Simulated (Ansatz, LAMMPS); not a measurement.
# Relaxing glassy NaFeSi2O6 (120 atoms), part 2 of 2

Aim: bring glassy NaFeSi2O6 (120 atoms) to a nearby minimum of the energy and see what moves.

Ansatz 0.2.0; Kohn-Sham DFT, LDA, PAW (set soft_2), plane waves.

The cell: 12 Fe, 12 Na, 72 O and 24 Si. The quench rate of 10 K/ps is many orders above laboratory rates. The network of bonds at the start is that of the classical potential that made the cell. Without a Hubbard term or exact exchange, open shells on Fe are likely too delocalised. Sampling is at Γ alone, for a cell whose shortest periodic width is 12 Å.

So far, density (g/cm³): step 4 (local order after relaxation) 2.76.

**5. Single point at the relaxed geometry (continued)**

Magnetic moments by element and coordination:

```
element  coordination  atoms  mean moment (μB)  spread    least     most
     Fe           all     12            0.0035    3.36    -3.56     3.60
     Fe             4      2             -3.32   0.144    -3.47    -3.18
     Fe             5      5             0.690    3.33    -3.47     3.60
     Fe             6      5             0.647    3.26    -3.56     3.58
     Na           all     12           -2.0e-4  5.0e-4  -0.0013   7.0e-4
     Na             3      2           -4.0e-4  4.0e-4  -8.0e-4        0
     Na             4      1           -0.0013       0  -0.0013  -0.0013
     Na             5      6            1.0e-4  3.0e-4  -2.0e-4   7.0e-4
     Na             6      1            1.0e-4       0   1.0e-4   1.0e-4
     Na             7      1           -6.0e-4       0  -6.0e-4  -6.0e-4
     Na             8      1           -1.0e-4       0  -1.0e-4  -1.0e-4
      O           all     72           -3.0e-4   0.092   -0.183    0.194
      O             2     15           -0.0014   0.076   -0.150    0.160
      O             3     39            0.0014  0.0875   -0.183    0.194
      O             4     17           -0.0099   0.111   -0.164    0.148
      O             5      1             0.116       0    0.116    0.116
     Si           all     24            1.0e-4  0.0041  -0.0082   0.0101
```

States in the cell by windows of 1 eV, zero at the Fermi level; the larger projections on atomic orbitals stand beside the total:

```
from (eV)  to (eV)  total up  total down   O p  Fe d  Si p
      -14      -11       0.0         0.0   0.0   0.0   0.0
      -11      -10       4.1         4.2   5.4   0.1   0.4
      -10       -9       7.1         7.0   9.5   0.2   1.0
       -9       -8       9.1         8.4  12.1   0.6   1.7
       -8       -7      14.3        15.8  21.5   2.3   4.0
       -7       -6      27.1        26.6  36.9   8.4   4.9
       -6       -5      31.1        30.9  43.6  11.0   3.5
       -5       -4      40.4        41.1  62.7  11.8   2.8
       -4       -3      44.2        42.6  71.0  10.5   1.9
       -3       -2      41.6        40.5  66.5  11.9   1.2
       -2       -1      20.8        23.5  32.5   9.9   0.6
       -1        0       6.3         5.4   5.2   5.7   0.1
        0        1      17.0        16.5   5.9  26.5   0.3
        1        2       9.0         9.3   4.0  12.9   0.2
        2        3       5.0         5.1   2.1   5.2   0.2
        3        4       3.3         3.2   0.5   0.0   0.3
        4        5       5.8         5.4   1.0   0.1   1.1
```

The curve was stored every 0.10 eV, coarse against its broadening of 0.08 eV, so these counts are rough.

Between -26 and -14 eV lie 216 more states.

The stored curve holds about 708 of the 828 electrons; the rest, give or take the few that broadening carries across the Fermi level, lie in deeper levels below its range.

The levels nearest the highest filled one (over half full), pooled over k-points and spins:

```
level less the highest filled one (eV)  occupation
                                -0.471           1
                                -0.318           1
                                -0.213           1
                                -0.136           1
                               -0.0994           1
                                     0           1
                                 0.284           0
                                 0.314           0
                                 0.359           0
                                 0.392           0
                                 0.411           0
                                 0.426           0
```

Mean Löwdin charges: Fe +1.41, Na +0.80, O -0.81, Si +1.65 e (they miss 0.92 % of the electrons, so they add up to more than the cell's charge). The cell holds a total moment of 5.9e-5 μB, from site moments of up to 3.6 μB that point both ways; no search proves this magnetic order the lowest.

**6. Summary of results**

* energy change in the relaxation: -84.73 meV/atom
* r.m.s. displacement: 0.346 Å
* largest displacement: 1.417 Å
* free energy per atom: -1044.2222 eV/atom
* pressure: -3.852 GPa
* r.m.s. force component: 0.01099 eV/Å
* gap (highest filled to lowest empty level): 0.2843 eV
* wall time of the 3 DFT runs: 11 min

What this shows: Relaxation lowers the energy by 84.7 meV/atom and moves atoms by 0.35 Å r.m.s.; the r.m.s. force component goes from 1.2 to 0.011 eV/Å. By the final cutoffs 8 of 218 bonded pairs parted and 10 joined. From the first step to the last the energy fell by 10.168 eV, and the largest move was 1.42 Å (Na23). The O-Na bonds change most in mean length: from 2.597 Å (spread 0.235) to 2.513 Å (spread 0.203), and their number from 59 to 61. Counting bonds as in the table, 42 % of Fe atoms have 5 and as many 6, 50 % of Na atoms have 5, 54 % of O atoms have 3 and all Si atoms have 4 bonded neighbours. Counting bonds to Si alone, not to Fe, 38 % of the oxygens join two of these atoms and 58 % one; 4 % join none. Filled and empty levels are parted by 0.284 eV (at Γ alone); a local or semilocal functional tends to put such gaps too low. In a disordered cell it changes from sample to sample, and tail or defect levels can set it. The cell holds a total moment of 5.9e-5 μB, from site moments of up to 3.6 μB that point both ways; no search proves this magnetic order the lowest.

**Limits.** In the spin-polarised runs the search for a state of lower energy was switched off. The starting topology of bonds comes from the classical model; in DFT 8 of its 218 bonded pairs passed out of the cutoffs and 10 came within them. The run was spin polarised, started with 6 moments up and 6 down in a pattern of our own, ending at 0.0 μB in the cell; that starting order needn't be the real material's, and it bears on forces, charges and levels. With open d shells in the cell, the gap can be one between d levels of these ions, not the gap of the host. The pressure of -3.9 GPa means that a free cell would contract at this level.

Against the measurements quoted at the start:

```
             quantity  measured  this cell  difference                                       method of the measurement
nearest Si–O distance    1.63 Å     1.63 Å      +0.0 %                       neutron diffraction, Gaussian fit of T(r)
 number of O about Si       3.9          4      +2.6 %                       neutron diffraction, Gaussian fit of T(r)
nearest Fe–O distance    1.89 Å     1.92 Å      +1.6 %                         neutron diffraction, T(r) peak position
 nearest O–O distance    2.66 Å     2.67 Å      +0.4 %                         neutron diffraction, T(r) peak position
 number of O about Fe       4.3       5.25     +22.1 %  neutron diffraction with Fe isotope substitution, Gaussian fit
```

The cell differs from the measured distances by up to 1.6 % and neighbour counts by up to 22.1 %. Distances of this cell are positions of the first main peak of g(r), or bond means where the peak is narrow; means over all bonds within a cutoff lie farther out for broad shells. The network comes from the model that made the cell; in DFT 8 of its 218 bonded pairs passed out of the cutoffs and 10 came within them. Our coordination numbers hang on a cutoff, and experiments count neighbours in their own ways.

[Logs are printed without paths, hosts, clocks, repeated set-up lines and the standing remarks that a program may print on its own settings, such as how far it seeks lower states.]

[Hosts, paths, dates, database ids (printed as entryN), source tags and the programs' standing remarks are cut or masked in the printed files.]
